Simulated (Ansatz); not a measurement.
# Starting-point dependence of the GW gap of LaInO3 (Pnma), part 2 of 2

One-shot GW is not self-consistent; how far does the start matter for LaInO3 (Pnma)?

Ansatz 0.2.0; G0W0 on several functionals, plane waves, PAW. Known limits of the many-body steps: not at the basis limit; f levels unsure; no spin-orbit coupling; coarse k mesh.

So far. Step 2 (G0W0 on LDA): The gap on the mesh goes from 2.84 eV to 4.14 eV, a correction of +1.30 eV. Between the two edge states, bare exchange in place of the xc potential would open the gap by 8.91 eV, and correlation takes back 7.61 eV.

In doubt: masses and optical values from hybrid runs of this build are listed as unsure (step 4), which bears on the screening that GW takes from such a start.

## (3) G0W0 on r2SCAN

One-shot GW remembers its start. Another functional's orbitals and levels show by how much.

This step: G0W0 on r2SCAN, plane waves, PAW.

input.yaml

```yaml
crystal:
  lattice:
    - [5.9404, 0.0, 0.0]
    - [0.0, 8.2158, 0.0]
    - [0.0, 0.0, 5.7229]
  atoms:
    - { symbol: La, position: [0.9463878551, 0.25, 0.0153056088] }
    - { symbol: La, position: [0.5536121449, 0.75, 0.5153056088] }
    - { symbol: La, position: [0.4463878551, 0.25, 0.4846943912] }
    - { symbol: La, position: [0.0536121449, 0.75, 0.9846943912] }
    - { symbol: In, position: [0.0, 0.0, 0.5] }
    - { symbol: In, position: [0.5, 0.0, 0.0] }
    - { symbol: In, position: [0.5, 0.5, 0.0] }
    - { symbol: In, position: [0.0, 0.5, 0.5] }
    - { symbol: O, position: [0.044381747, 0.25, 0.6126999622] }
    - { symbol: O, position: [0.455618253, 0.75, 0.1126999622] }
    - { symbol: O, position: [0.544381747, 0.25, 0.8873000378] }
    - { symbol: O, position: [0.955618253, 0.75, 0.3873000378] }
    - { symbol: O, position: [0.1980525852, 0.0593550044, 0.195575952] }
    - { symbol: O, position: [0.3019474148, 0.9406449956, 0.695575952] }
    - { symbol: O, position: [0.6980525852, 0.4406449956, 0.304424048] }
    - { symbol: O, position: [0.8019474148, 0.5593550044, 0.804424048] }
    - { symbol: O, position: [0.8019474148, 0.9406449956, 0.804424048] }
    - { symbol: O, position: [0.6980525852, 0.0593550044, 0.304424048] }
    - { symbol: O, position: [0.3019474148, 0.5593550044, 0.695575952] }
    - { symbol: O, position: [0.1980525852, 0.4406449956, 0.195575952] }
kpoints:
  mp_grid: { grid: [2, 2, 2] }
hamiltonian:
  xc: r2scan
scf:
  occupations: { method: fixed }
gw:
  n_empty_bands: 436
  ecut_chi: 78
  qp_bands: [v4, c4]
  qp_kpoints: band_edges
  screening: { model: contour_deformation }
```

On the command line:

```sh
> ansatz run input.yaml --threads 8 --pin off --max-ram 55296MiB --backend cuda --events-out ev --progress --plain --runs-dir out --devices 1 --max-vram 24GiB
```

Numbers of over 12 decimals in the logs are rounded to 6 here.

Output:

```text
GPUs: using 1 of 1 available (devices: 1).
[...]
GPU FFT provider: cuFFT
GPU libraries: cuBLAS 13.8.2, cuFFT 12.4.0, cuSOLVER 12.3.4
Crystal: 20 atoms, lattice volume = 279.307 Å³
Basis set: ecut = 500 eV, 7101 PW (Γ), exchange–correlation on 180×240×180 points (64 copies of the dense FFT grid, shifted against one another)
Bands: 104, of which v1, the nominal top of the filled ones, is band 84 counted from 1 (83 counted from 0)
Symmetry: 8 space group operations
[...]
k-points: 8
[...]
GPU buffer pool allocated for 121500 grid points (all kernels)
[...]
SCF iter   1: F=—  HF=-54353.308298 eV  |F-HF|=—  |Δ(HF+E_count)|=         —  Δρ=1.29e-2  dr2=5.35e-1  dr2_τ=7.56e-1  ethr=1.77e-3  ⟨swp⟩=4.8  Hψ=2949  notcnv=0  defer=127
[...]
SCF iter   8: F=-54353.699034 eV  HF=-54353.699034 eV  |F-HF|=1.40e-8  |Δ(HF+E_count)|=   1.07e-7  Δρ=4.01e-6  dr2=4.40e-8  dr2_τ=1.31e-9  ethr=5.95e-11  ⟨swp⟩=11.0  Hψ=3922  notcnv=0
SCF 1 converged in 8 iterations: F = -54353.699034 eV  dr2 = 4.40e-8
[...]
NSCF: frozen V_eff on 8 k-points
[...]
G₀W₀ screening: q 1/8
[... further progress lines ...]
SCF converged after 8 iterations
Free energy (F): -54353.699034 eV
[...]
Internal energy: -54353.699034 eV  (E = F + TS)
E sigma→0 (E₀):  -54353.699034 eV
Fermi energy:    9.790933 eV
[...]
--- Band table (eV; the first three rows and the last of 8) ---
  k-point 0: bands = [... 80 lower, 9.3845, 9.4967, 9.6456, 9.7909, 13.3452, 15.1298, 15.1823, 15.2363, ... 16 higher]
[...]
0    85     13.3452   -12.5156    -3.3804   -16.7414  0.8282    14.1952    14.1906  root
     0    86     15.1298   -16.6832    -7.3203   -27.2768  0.7698    18.6828    18.4031  root ?
     0    87     15.1823   -18.8595    -8.5130   -31.2309  0.7559    19.4847    19.0407  root ?
     0    88     15.2363   -18.7040    -8.3032   -30.7772  0.7579    19.4201    19.0062  root ?
     1    81      9.3878   -25.7647     4.6892   -20.9682  0.7669     9.2804     9.2806  root
     1    82      9.3878   -25.7647     4.6892   -20.9682  0.7669     9.2804     9.2806  root
     1    83      9.4567   -26.2490     4.5675   -21.5895  0.7710     9.3646     9.3648  root
[...]
1    87     15.1966   -18.6395    -8.3627   -30.7935  0.7569    19.4105    18.9878  root ?
     1    88     15.1966   -18.6395    -8.3627   -30.7935  0.7569    19.4105    18.9878  root ?
[...]
2    87     15.2003   -18.7679    -8.3723   -30.9427  0.7565    19.4285    19.0029  root ?
     2    88     15.2003   -18.7679    -8.3723   -30.9427  0.7565    19.4285    19.0029  root ?
[...]
3    85     15.1125   -15.5266    -6.3927   -24.7111  0.7854    18.0572    17.9043  root ?
[...]
7    81      9.5253   -26.4278     4.5492   -21.7868  0.7711     9.4334     9.4336  root
     7    82      9.5253   -26.4278     4.5492   -21.7868  0.7711     9.4334     9.4336  root
     7    83      9.5253   -26.4278     4.5492   -21.7868  0.7711     9.4334     9.4336  root
     7    84      9.5253   -26.4278     4.5492   -21.7868  0.7711     9.4334     9.4336  root
     7    85     15.2342   -18.9714    -8.4784   -31.2932  0.7551    19.5193    19.0775  root ?
     7    86     15.2342   -18.9714    -8.4784   -31.2932  0.7551    19.5193    19.0775  root ?
     7    87     15.2342   -18.9714    -8.4784   -31.2932  0.7551    19.5193    19.0775  root ?
     7    88     15.2342   -18.9714    -8.4784   -31.2932  0.7551    19.5193    19.0775  root ?
```

The job ended after 9.2 s (1 × NVIDIA H100 80GB HBM3 with 8 threads of AMD EPYC 7R13 (Zen 3), shared host; peak memory 2.8 GiB).

This step gave:

| Quantity | Value |
| --- | --- |
| bands summed | 520 |
| RPA ε∞ on this mesh (eigenvalues) | 4.153, 4.275, 4.377 |
| plane waves in the screening matrix | 431 |
| q-points in the mesh | 8 |
| G0W0 gap on the mesh | 4.442 eV |
| k of the valence top | 0, 0, 0 |
| k of the conduction bottom | 0, 0, 0 |
| starting gap on the mesh | 3.554 eV |
| Z at the valence top | 0.7779 |
| Z at the conduction bottom | 0.8282 |
| least direct G0W0 gap on the computed points | 4.442 eV |

Against the run with 2×2×2 mesh, 436 empty bands, screening to 78 eV on LDA, the gap moves by +0.31 eV, while the start moved by +0.72 eV.

## (4) G0W0 on HSE06

This step: G0W0 on HSE06, plane waves, PAW.

Edit input.yaml of step 3 so:

```diff
@@ -29,3 +29,3 @@
 hamiltonian:
-  xc: r2scan
+  xc: hse06
 scf:
```

Output:

```text
GPUs: using 1 of 1 available (devices: 1).
[...]
davidson cushion auto → on  (no smearing: the cushion is to keep the highest requested band from converging to the state above it; pin scf.eigensolver.cushion to override)
[...]
GPU FFT provider: cuFFT
GPU libraries: cuBLAS 13.8.2, cuFFT 12.4.0, cuSOLVER 12.3.4
Crystal: 20 atoms, lattice volume = 279.307 Å³
Basis set: ecut = 420 eV, 5459 PW (Γ)
[...]
0    87     15.8198    -9.0180    -4.1621   -14.0483  0.8434    16.6935    16.6880  root
     0    88     16.0088    -9.2576    -4.1063   -14.2920  0.8388    16.9433    16.9368  root
[...]
7    85     16.3099   -11.0835    -4.5660   -16.9721  0.8335    17.6473    17.6325  root
     7    86     16.3099   -11.0835    -4.5660   -16.9721  0.8335    17.6473    17.6325  root
     7    87     16.3099   -11.0835    -4.5660   -16.9721  0.8335    17.6473    17.6325  root
     7    88     16.3099   -11.0835    -4.5660   -16.9721  0.8335    17.6473    17.6325  root
[key lines of the parts left out:]
Free energy (F): -54252.904313 eV
Fermi energy:    9.141554 eV
```

The job ended after 37 s (1 × NVIDIA H100 80GB HBM3 with 8 threads; peak memory 2.8 GiB; 98 s of CPU time).

This step gave:

```
bands summed                                 : 520
RPA ε∞ on this mesh (eigenvalues)            : 3.685, 3.792, 3.853
plane waves in the screening matrix          : 431
G0W0 gap on the mesh                         : 4.795 eV
k of the valence top                         : 0, 0, 0
k of the conduction bottom                   : 0, 0, 0
starting gap on the mesh                     : 4.380 eV
least direct G0W0 gap on the computed points : 4.795 eV
```

Against the run with 2×2×2 mesh, 436 empty bands, screening to 78 eV on r2SCAN, the gap moves by +0.35 eV, while the start moved by +0.83 eV.

## (5) Side by side

All on the 2×2×2 mesh with 436 empty bands and screening to 78 eV. Times are wall times on 1 × NVIDIA H100 80GB HBM3 with 8 threads of AMD EPYC 7R13 (Zen 3), shared host, good to a factor of about two.

| start | starting gap (eV) | shift (eV) | G0W0 gap (eV) | RPA ε∞ (harmonic mean) | Z (valence, conduction) | time |
| --- | --- | --- | --- | --- | --- | --- |
| LDA | 2.84 | +1.30 | 4.14 | 4.97 | 0.76, 0.81 | 7.7 s |
| r2SCAN | 3.55 | +0.89 | 4.44 | 4.27 | 0.78, 0.83 | 9.2 s |
| HSE06 | 4.38 | +0.42 | 4.80 | 3.78 | 0.80, 0.85 | 37 s |

The parts of the quasiparticle energy at the two band edges (eV; QP = start + Σx + Σc − Vxc):

| run | edge | start | Σx | Σc | Vxc | Z | QP |
| --- | --- | --- | --- | --- | --- | --- | --- |
| LDA | valence top | 9.70 | -27.38 | 4.35 | -22.91 | 0.76 | 9.58 |
| LDA | conduction bottom | 12.53 | -13.44 | -3.26 | -17.88 | 0.81 | 13.71 |
| r2SCAN | valence top | 9.79 | -27.49 | 4.31 | -23.14 | 0.78 | 9.75 |
| r2SCAN | conduction bottom | 13.35 | -12.52 | -3.38 | -16.74 | 0.83 | 14.19 |
| HSE06 | valence top | 9.14 | -27.39 | 4.08 | -23.66 | 0.80 | 9.49 |
| HSE06 | conduction bottom | 13.52 | -12.07 | -3.38 | -16.20 | 0.85 | 14.28 |

For a hybrid start, Vxc holds its share of exact exchange.

## (6) Outcome

```
G0W0@LDA     : 4.14 eV (start 2.84 eV)
G0W0@r2SCAN  : 4.44 eV (start 3.55 eV)
G0W0@HSE06   : 4.80 eV (start 4.38 eV)
known limits : not at the basis limit; f levels unsure; no spin-orbit coupling; coarse k mesh
```

In words: The starting gaps span 1.54 eV and the G0W0 gaps 0.66 eV. Between LDA and HSE06, 0.66 eV of the 1.54 eV survives, 43 %. HSE06 screens less than LDA (ε∞ 3.78 against 4.97). Of the 0.66 eV by which its G0W0 gap is higher, the correlation part gives +0.16 eV, and exchange with the one-particle terms, which follow the orbitals, +0.50 eV. The smallest correction, +0.42 eV, is on HSE06, the start nearest to reproducing itself. Bands and cutoff are finite, so the gap is not at the basis limit. The miss can reach some tenths of an eV and take either sign; the mesh is an error of its own. The 2×2×2 mesh is coarse for this cell (its supercell is 11 Å along the shortest edge). The RPA ε∞ on it, from the LDA start, is 4.84, 4.94 and 5.13; such meshes misread the long-range screening, most where the gap is narrow. Empty 4f levels lie among the conduction bands. Their place in the start is unsure; it enters the screening, and the edge itself where they lie low. The many-body steps are scalar-relativistic: spin-orbit coupling is not in them.

[Paths, hosts, dates, memory and timing lines, banners, echoed tables and standing remarks are left out of the program output.]

[Logs are printed without paths, hosts, clocks, repeated set-up lines and the standing remarks that a program may print on its own settings, such as how far it seeks lower states.]

[Runs of the session that timed out or met a known fault of the program may be left out.]

[Cells called generated may have been cut or substituted from an entry of the Crystallography Open Database or the Materials Project.]

[Hosts, paths, dates, database ids (printed as entryN), source tags and the programs' standing remarks are cut or masked in the printed files.]
